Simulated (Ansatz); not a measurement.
# Mg2V: relaxing a made-up structure, part 2 of 2

Starting from a made-up structure for Mg2V, the aim is the relaxed cell, its shortest contacts and, where a second run follows, its electronic structure.

Ansatz 0.2.0; DFT, PBE, plane-wave PAW, files of the set soft_1, scalar-relativistic, ferromagnetic start, cell and ions relaxed at zero pressure; PAW set soft_1 (the session's first sound run).

So far: Set-up; Relaxing cell and atoms. The relaxed cell has a = 4.105, c = 15.164 Å (conventional setting).

In doubt: warnings of the run leave room for a lower electronic state, so energies may not be the lowest and differences between runs may mislead.

## Step 3: Bands of the relaxed cell

A second self-consistent run takes a narrower smearing and the mesh shown in its input; the bands follow along the standard path of the relaxed lattice.

This step: DFT, PBE, plane-wave PAW, files of the set soft_1, scalar-relativistic, ferromagnetic start, bands and density of states at the relaxed cell; PAW set soft_1 (Ansatz 0.2.0).

Contents of input.yaml:

```yaml
crystal:
  lattice:
    - [-2.0524952053, 2.0524952053, 7.5820386871]
    - [2.0524952053, -2.0524952053, 7.5820386871]
    - [2.0524952053, 2.0524952053, -7.5820386871]
  atoms:
    - { symbol: V, position: [0.8654880547, 0.8654880547, 0.0], spin: 2.6 }
    - { symbol: V, position: [0.1345119453, 0.1345119453, 0.0], spin: 2.6 }
    - { symbol: Mg, position: [0.6732570176, 0.6732570176, 0.0] }
    - { symbol: Mg, position: [0.3267429824, 0.3267429824, 0.0] }
    - { symbol: Mg, position: [0.0, 0.5, 0.5] }
    - { symbol: Mg, position: [0.5, 0.0, 0.5] }
magnetization:
  spin_polarized: true
kpoints:
  mp_grid: { grid: [10, 10, 10] }
  band_path:
    path:
      - [[0.0, 0.0, 0.0], [0.0, 0.0, 0.5], [-0.03664058, 0.03664058, 0.5], [-0.26832029, 0.26832029, 0.26832029], [0.0, 0.0, 0.0], [0.5, 0.5, -0.5], [0.26832029, 0.73167971, -0.26832029], [0.0, 0.5, 0.0], [0.25, 0.25, 0.25], [0.5, 0.5, -0.03664058], [0.5, 0.5, -0.5]]
      - [[0.0, 0.0, 0.5], [0.25, 0.25, 0.25]]
    npoints: 7
scf:
  occupations: { method: fermi_dirac, width: 0.03 }
  n_extra_bands: 13
hamiltonian:
  xc: pbe
  pseudopotentials: { kind: paw, azcp: { folder: soft_1 } }
output:
  forces: true
  stress: true
  write_bands: true
  dos: { projected: true }
  write_density: true
  write_potential: true
  elf: true
  volumetric_format: npy
```

Command:

```
> ansatz run input.yaml --threads 4 --pin off --max-ram 10240MiB --backend cpu --events-out ev --progress --plain --runs-dir out
```

Numbers of over 12 decimals in the logs are rounded to 6 here.

Output:

```text
[...]
Crystal: 6 atoms, lattice volume = 127.765 Å³
Basis set: ecut = 420 eV, 2525 PW (Γ), FFT grids on a1−a2, a2, a1+a3, exchange–correlation on 80×120×60 points (8 copies of the dense FFT grid, shifted against one another)
Bands: 46, of which v1, the nominal top of the filled ones, is band 33 counted from 1 (32 counted from 0)
Symmetry: 16 space group operations
[...]
k-points: 102 of 1000
[...]
Starting moments: Σ|m| = 5.2 μB on 2 of 6 sites
[...]
SCF iter  11: F=-13516.182158 eV  HF=-13516.182158 eV  |F-HF|=2.66e-9  |Δ(HF+E_count)|=   4.69e-9  Δρ=1.73e-6 (↑1.73e-6 ↓7.55e-7)  dr2=6.24e-9  dr2_m=1.02e-9  M=6.113 μB ∫|m|=6.401 μB  ethr=5.50e-11  ⟨swp⟩=10.9  Hψ=57461  notcnv=0
SCF 1 converged in 11 iterations: F = -13516.182158 eV  dr2 = 6.24e-9
[...]
NSCF: frozen V_eff on 79 k-points
SCF converged after 11 iterations
Magnetization: 6.1126 μB (36.0563 up, 29.9437 down)
Absolute magnetization: 6.4020 μB (∫|ρ↑−ρ↓|, with the PAW one-centre terms)
[...]
Per-site moments (μB) at R_I (Å): [(2.568789, 1.193638), (2.568789, 1.193638), (0.034202, 1.202440), (0.034202, 1.202440), (0.014375, 1.193638), (0.014375, 1.193638)]
Free energy (F): -13516.182158 eV
[...]
Internal energy: -13516.168399 eV  (E = F + TS)
E sigma→0 (E₀):  -13516.175278 eV
Entropy (-TS):   -0.013759 eV (-2.293 meV/atom)
Fermi energy:    7.207759 eV
[...]
--- Forces (eV/Å), atoms counted from 1 ---
  atom   1  V     -0.00000000     0.00000000     0.00113183
  atom   2  V      0.00000000    -0.00000000    -0.00113183
  atom   3  Mg     0.00000000    -0.00000000     0.00803465
  atom   4  Mg     0.00000000     0.00000000    -0.00803465
  atom   5  Mg     0.00000000     0.00000000    -0.00000000
  atom   6  Mg     0.00000000     0.00000000    -0.00000000
  max |Σ_I F_I| component: 3.47e-18 eV/Å
--- Stress (GPa, compression-positive) ---
        0.023001      -0.000000       0.000000
       -0.000000       0.023001      -0.000000
        0.000000       0.000000       0.044517
  P = ⅓ Tr σ = 0.0302 GPa (0.302 kbar)
--- Band table (eV; the first three rows and the last of 204) ---
  k-point 0 ↑: bands = [... 29 lower, 6.1310, 6.4994, 6.4994, 6.6849, 6.6849, 6.7536, 6.8496, 7.0809, ... 9 higher]
  k-point 1 ↑: bands = [... 29 lower, 6.0576, 6.5138, 6.5692, 6.5809, 6.6348, 6.7472, 6.7616, 7.1190, ... 9 higher]
  k-point 2 ↑: bands = [... 29 lower, 5.9664, 6.1776, 6.3430, 6.5247, 6.6482, 6.7103, 6.9221, 7.1345, ... 9 higher]
  k-point 101 ↓: bands = [... 29 lower, 7.6611, 8.0446, 8.0446, 9.1598, 9.1877, 9.2081, 9.2800, 9.2800, ... 9 higher]
```

It took 40 s on 4 threads of Arm Neoverse V1, shared host; peak memory 0.98 GiB; 2.6 min of CPU time.

In the SCF lines HF is the Harris–Foulkes energy and dr2 the Hartree energy of the density residual, in eV; the loop may stop once dr2 is under the threshold and the program's other checks hold. Hψ counts applications of the Hamiltonian.

This step gave:

| Quantity | Value |
| --- | --- |
| free energy | -13516.1822 eV |
| energy at zero smearing | -13516.1753 eV |
| smearing term TS | 0.01376 eV |
| Fermi energy | 7.208 eV |
| magnetization | 6.113 μB |
| absolute magnetization | 6.402 μB |
| site moments | 2.569, 2.569, 0.03420, 0.03420, 0.01437, 0.01437 μB |
| pressure | 0.03017 GPa |

From bands.tsv, the bands that come nearest the Fermi level along the path, at its corners, in eV from the Fermi level:

```tsv
point	band_34_up	band_35_up	band_36_up	band_27_dn	band_28_dn	band_29_dn	band_30_dn	band_31_dn
Γ	-0.45	-0.36	-0.13	0.14	0.21	0.21	0.88	0.88
X	0.00	0.12	0.28	-1.87	-1.51	-1.00	-0.49	0.27
Y	-0.11	0.14	0.14	-1.75	-1.41	-0.82	-0.47	0.27
S	-0.28	-0.02	0.29	-1.49	-1.31	0.02	0.05	0.97
Γ	-0.45	-0.36	-0.13	0.14	0.21	0.21	0.88	0.88
Z	-0.25	-0.25	0.49	-0.95	-0.07	0.45	0.84	0.84
S1	-0.28	-0.02	0.29	-1.49	-1.31	0.02	0.05	0.97
N	-0.29	-0.03	0.27	-2.55	-0.63	-0.62	0.36	0.97
P	0.20	0.20	0.21	-1.95	-1.32	-0.78	-0.78	-0.02
Y1	-0.11	0.14	0.14	-1.75	-1.41	-0.82	-0.47	0.27
Z	-0.25	-0.25	0.49	-0.95	-0.07	0.45	0.84	0.84
X	0.00	0.12	0.28	-1.87	-1.51	-1.00	-0.49	0.27
P	0.20	0.20	0.21	-1.95	-1.32	-0.78	-0.78	-0.02
```

Spin density in the ab plane of the cell as run, not the conventional one, at fractional z = 0.000, with atoms of V and Mg within 0.2 Å of it.

Values in e/Å³, 12 rows by 16 columns, each cell a mean:
```
0.0 0.0 0.0 0.1 0.2 0.1 0.0 0.0 0.0 0.0 0.1 0.3 0.9 1.1 0.3 0.0
0.1 0.0 0.0 0.0 0.0 0.0 0.0 0.0 0.0 0.0 0.0 0.1 0.5 1.9 2.0 0.5
0.3 0.1 0.0 0.0 0.0 0.0 0.0 0.0 0.0 0.0 0.0 0.0 0.1 0.3 1.1 1.0
0.2 0.1 0.0 0.0 0.0 0.0 0.0 0.0 0.0 0.0 0.0 0.0 0.0 0.0 0.1 0.2
0.1 0.0 0.0 0.0 0.0 0.0 0.0 0.0 0.0 0.0 0.0 0.0 0.0 0.0 0.0 0.0
0.0 0.0 0.0 0.0 0.0 0.0 0.0 0.0 0.0 0.0 0.0 0.0 0.0 0.0 0.0 0.0
0.0 0.0 0.0 0.0 0.0 0.0 0.0 0.0 0.0 0.0 0.0 0.0 0.0 0.0 0.0 0.0
0.1 0.0 0.0 0.0 0.0 0.0 0.0 0.0 0.0 0.0 0.0 0.0 0.0 0.0 0.1 0.1
0.4 0.3 0.1 0.0 0.0 0.0 0.0 0.0 0.0 0.0 0.0 0.0 0.0 0.0 0.1 0.2
0.7 1.5 0.9 0.2 0.0 0.0 0.0 0.0 0.0 0.0 0.0 0.0 0.0 0.0 0.0 0.1
0.1 1.0 2.3 1.1 0.2 0.0 0.0 0.0 0.0 0.0 0.1 0.1 0.0 0.0 0.0 0.0
0.0 0.1 0.5 0.9 0.4 0.1 0.0 0.0 0.0 0.0 0.1 0.2 0.3 0.1 0.0 0.0
```
Columns run along a (8.1 Å), rows up along b (8.1 Å). Atoms in or near the plane, at fractional coordinates: V at (0.87, 0.87), V at (0.13, 0.13), Mg at (0.67, 0.67), Mg at (0.33, 0.33).

ELF in the ab plane of the cell as run, not the conventional one, at fractional z = 0.000, with atoms of V and Mg within 0.2 Å of it. It is the smooth field of the valence electrons, not physical close to the nuclei.

Ten even steps from '0' (0.07) to '9' (0.71), each cell a mean:
```
77532332135665314887225
57864322234455523799732
26887654443213542489972
24788876664000133258997
42588777775002103325898
52478777776103331232478
42367766666402223133234
21257765555520312303422
22357765444441132311553
44446765433343102320355
55322355432234420000156
65300013443223454200246
56400210243323456654345
45510333014433456776433
22440222302444456776422
32243131230365556776422
66323213231156666777523
79852321232037777778633
69985233000026777888742
27998524410025556788863
23899832454334323457885
51379962256554212224677
75226762245654214552257
```
Columns run along a (8.1 Å), rows up along b (8.1 Å). Atoms in or near the plane, at fractional coordinates: V at (0.87, 0.87), V at (0.13, 0.13), Mg at (0.67, 0.67), Mg at (0.33, 0.33).

Electrostatic potential energy in the ab plane of the cell as run, not the conventional one, at fractional z = 0.000, with atoms of V and Mg within 0.2 Å of it. With pseudopotentials it is smooth inside the atoms' cores, unlike the true potential.

Ten even steps from '_' (-62 eV) to '@' (10 eV), each cell a mean:
```
@@@@@@@@%%####%%@@@@@@@@@@@@@@@@**======##@@@@
@@@@@@@@@@@@@@@@@@@@@@@@@@@@@@@@##========##@@
@@@@@@@@@@@@@@@@@@@@@@@@@@@@@@@@@@**========##
%%@@@@@@@@@@@@@@@@@@@@@@%%%%@@@@@@%%++========
**@@@@@@@@@@@@@@@@@@@@%%##++**%%@@@@%%++======
**%%@@@@@@@@@@@@@@@@@@@@##::__--##@@@@%%**====
##%%@@@@@@@@@@@@@@@@@@@@%%==____::##@@@@@@##**
%%@@@@@@@@@@@@@@@@@@@@@@@@##::____--%%@@@@@@@@
@@@@@@@@@@@@@@@@@@@@@@@@@@@@##::____**@@@@@@@@
@@@@@@@@@@@@@@@@@@@@@@@@@@@@@@##==::++%%@@@@@@
@@@@@@@@@@@@@@@@@@@@@@@@@@@@@@@@%%####%%@@@@@@
@@@@@@@@%%%%@@@@@@@@@@@@@@@@@@@@@@@@%%@@@@@@@@
@@@@@@%%##++**%%@@@@@@@@@@@@@@@@@@@@@@@@@@@@@@
@@@@@@@@##::__--##@@@@@@@@@@@@@@@@@@@@@@@@@@@@
@@@@@@@@%%==____::##@@@@@@@@@@@@@@@@@@@@@@@@@@
%%%%@@@@@@##::____--%%@@@@@@@@@@@@@@@@@@@@@@%%
++++##%%@@@@##::____**@@@@@@@@@@@@@@@@@@@@@@##
======**%%@@@@##==::++%%@@@@@@@@@@@@@@@@@@@@##
++--====++%%@@@@%%####%%@@@@@@@@@@@@@@@@@@@@%%
##========**%%@@@@@@%%@@@@@@@@@@@@@@@@@@@@@@@@
@@##========##@@@@@@@@@@@@@@@@@@@@@@@@@@@@@@@@
@@@@##==--==++%%@@@@@@@@@@@@@@@@%%%%@@@@@@@@@@
@@@@@@##++==++%%@@@@@@@@@@@@@@%%##****%%@@@@@@
```
Columns run along a (8.1 Å; values clipped at the 3rd and 97th percentile), rows up along b (8.1 Å). Atoms in or near the plane, at fractional coordinates: V at (0.87, 0.87), V at (0.13, 0.13), Mg at (0.67, 0.67), Mg at (0.33, 0.33).

## Step 4: What came out

| Quantity | Value |
| --- | --- |
| space group, relaxed | I4/mmm |
| conventional cell | a = 4.105, b = 4.105, c = 15.164 Å; α = 90.0°, β = 90.0°, γ = 90.0° |
| volume per atom | 21.29 Å³ (guess 17.89) |
| total moment | 6.09 μB in the cell of 6 atoms |

**Reading.** Mg2V relaxes to I4/mmm with a = 4.105, b = 4.105 and c = 15.164 Å. The guessed volume was 16 % too small. The space group I4/mmm was held in the relaxation, so the end point is a stationary structure within it and may be a saddle against distortions or other arrangements. The input starts from parallel moments, and no other start was typed. The electronic state may lie above the lowest one. Bands cross the Fermi level, so it is a metal or semimetal at this level. On the 10×10×10 mesh with the narrower smearing (relaxed on 9×9×9) the largest force component is 0.008 eV/Å and the largest stress component is 0.045 GPa, within the relaxation's thresholds of 0.015 eV/Å and 0.05 GPa. The cutoff wasn't tested. A vector of the cell changed its length by 10 %, more than the volume shows. No dispersion term is used, so weakly bound directions may come out too long. The program estimates, without running it, that another magnetic order lies lower than the one relaxed here. Nothing here tests whether the compound is stable against decomposition.

[Logs are printed without paths, hosts, clocks, repeated set-up lines and the standing remarks that a program may print on its own settings, such as how far it seeks lower states.]

[Hosts, paths, dates, database ids (printed as entryN), source tags and the programs' standing remarks are cut or masked in the printed files.]
